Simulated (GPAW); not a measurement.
Computed results, one entry a study.

### Quasiparticle gap of ZrSeS (P3m1) in GPAW

The structure is trigonal, space group P3m1 (No. 156). Conventional cell: a = 3.750 Å, b = 3.750 Å, c = 6.235 Å, α = 90.00°, β = 90.00°, γ = 120.00°. Nearest to Zr lie 3 S at 2.57 Å and 3 Se at 2.70 Å. Nearest to Se lie 3 Zr at 2.70 Å. S has 3 Zr at 2.57 Å nearest. Farther neighbours and most contacts between anions are not listed.

```xyz
3
Lattice="3.7500 0.0000 0.0000 -1.8750 3.2476 0.0000 0.0000 0.0000 6.2348" Properties=species:S:1:pos:R:3 pbc="T T T"
Zr    1.8750    1.0825    0.0780
Se    0.0000    2.1651    4.6972
S     0.0000    0.0000    1.4596
```

* method: DFT, LDA, plane waves, PAW (and 1 further level or step)
* program: GPAW 26.7.0
* settings of one run: cutoff 450 eV, GPAW PAW setups 1.2.1 data release, 3×3×2 k-mesh, nbands 358
* cost: 3 runs, 31 s in all on 4 MPI ranks of Arm Neoverse V2, shared host (the runs of this entry)
* notes: The cell and positions are those that the Materials Project relaxed with its own functionals (PBE, PBE+U or r2SCAN), kept fixed. Limits: no spin-orbit coupling. Only 2 of the mesh’s irreducible points were corrected, so a valley elsewhere could overtake. Bands and cutoff are finite, so the gap is not at the basis limit. The miss can reach some tenths of an eV and take either sign; the mesh is an error of its own. The 3×3×2 mesh is coarse for this cell, which bears on the long-range parts of exchange and screening.
* LDA gap: 0.58 eV, indirect
* G0W0 gap on the mesh: 1.81 eV
* G0W0 gap over the zone (rigid shift): 1.62 eV
* GW settings: 3×3×2 mesh, 162 bands, screening to 96 eV, Godby-Needs plasmon pole
* known limits: not at the basis limit; no spin-orbit coupling; coarse k mesh

G0W0 moves the gap on the mesh from 0.77 eV to 1.81 eV (+1.04 eV), with Z of 0.78 and 0.78 at the edges. The mesh misses the band edges by 0.19 eV in all; a rigid shift gives 1.62 eV for the zone.

[Paths, hosts, dates, memory and timing lines, banners, echoed tables and standing remarks are left out of the program output.]

[Logs are printed without paths, hosts, clocks, repeated set-up lines and the standing remarks that a program may print on its own settings, such as how far it seeks lower states.]

[Runs of the session that timed out or met a known fault of the program may be left out.]

[Hosts, paths, dates, database ids (printed as entryN), source tags and the programs' standing remarks are cut or masked in the printed files.]
